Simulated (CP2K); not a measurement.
Two runs for the O K edge of methanol. Run A: CP2K XAS_TDP, all-electron GAPW, PBEh(45%), aug-cc-pVTZ, TDA, no relativity. Run B differs in one setting.

First lines with a strength over 0.0015. A:

| atom | energy (eV) | states | strength, one atom |
| --- | --- | --- | --- |
| O2 (bonded to C and H) | 529.65 | 1 | 0.0154 |
|  | 531.13 | 1 | 0.0190 |
|  | 531.81 | 1 | 0.0108 |
|  | 532.35 | 1 | 0.0103 |
|  | 532.60 | 1 | 0.0088 |

B:

| atom | energy (eV) | states | strength, one atom |
| --- | --- | --- | --- |
| O2 (bonded to C and H) | 535.85 | 1 | 0.0229 |
|  | 537.27 | 1 | 0.0478 |
|  | 538.56 | 1 | 0.0071 |
|  | 538.98 | 1 | 0.0025 |
|  | 539.18 | 1 | 0.0062 |

Which was it: the basis, scalar relativity switched on, the functional, GW2X switched on?

The functional (functional from PBEh(45%) to PBEh(60%); the lines alone don't name the new value). A functional moves all lines by electronvolts and changes their spacings and strengths. Against PBEh(45%) in aug-cc-pVTZ, the leading line moves by +6.20 eV, to 535.85 eV; the strength of O2's goes from 0.0154 to 0.0229. The next line of O2 over the strength cut lies 1.42 eV higher, against 1.48.

[Hosts, paths, dates, database ids (printed as entryN), source tags and the programs' standing remarks are cut or masked in the printed files.]
